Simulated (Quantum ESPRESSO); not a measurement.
A computed O K-edge spectrum of one site in a crystal of O and Ti, with its zero at a photon energy of about 528.8 eV (raw 537.7 eV, less 8.9 eV of added terms; uncertain by a few eV). Method: Quantum ESPRESSO XSpectra, PBE, full core hole (charged cell) in a small cell, dipole transitions, broadening that rises with energy.

Energy from the lowest empty level; intensity scaled to a mean of 1 over the first 20 eV:

```csv
E (eV),intensity
-2.00,0.05
-1.25,0.08
-0.50,0.18
0.25,0.82
1.00,1.65
1.75,0.86
2.50,0.58
3.25,1.77
4.00,1.88
4.75,1.04
5.50,0.48
6.25,0.32
7.00,0.34
7.75,0.46
8.50,0.68
9.25,0.94
10.00,1.13
10.75,1.19
11.50,1.25
12.25,1.36
13.00,1.43
13.75,1.39
14.50,1.29
15.25,1.20
16.00,1.09
16.75,0.93
17.50,0.80
18.25,0.70
19.00,0.65
19.75,0.63
20.50,0.64
21.25,0.67
22.00,0.69
22.75,0.72
23.50,0.73
24.25,0.73
25.00,0.72
25.75,0.70
26.50,0.68
27.25,0.66
28.00,0.65
28.75,0.65
29.50,0.66
30.25,0.68
31.00,0.70
31.75,0.72
```

**Question.** Which coordination does this site have?

A K edge sees empty p states; the first features are O p mixed into the empty d states of the Ti neighbours, and the broad ones above probably into the cations' higher empty bands. Ti is d⁰ and octahedral here, so the pair, 2.7 eV apart, is its t₂g and e_g bands. It is atom 3 of TiO2 (Rutile, P4_2/mnm), with 2 Ti at 1.95 Å and 1 Ti at 1.98 Å (distorted trigonal planar, site symmetry m2m). Its main maxima below 24 eV lie at 0.9 eV (1.65), 3.5 eV (2.08), 13.2 eV (1.43) and 23.8 eV (0.73). A near-edge spectrum doesn't fix the structure by itself; it is matched against candidates. The holes are only 5.5 Å apart, so the shape is probably not converged with cell size; no larger cell was run here. The structure is a published determination, not relaxed.

[Banner, clock and machine lines of the logs are left out without a mark of their own.]

[Logs are printed without paths, hosts, clocks, repeated set-up lines and the standing remarks that a program may print on its own settings, such as how far it seeks lower states.]

[Hosts, paths, dates, database ids (printed as entryN), source tags and the programs' standing remarks are cut or masked in the printed files.]

[Lists of maxima count a maximum above −3 eV only where it reaches 4 % of the highest in the window and stands out from its surroundings by 2 % of it (1.5 % where it reaches 55 %); shoulders and weaker maxima are passed over, and of the rest the first, up to two pre-edge ones and the few strongest are named.]
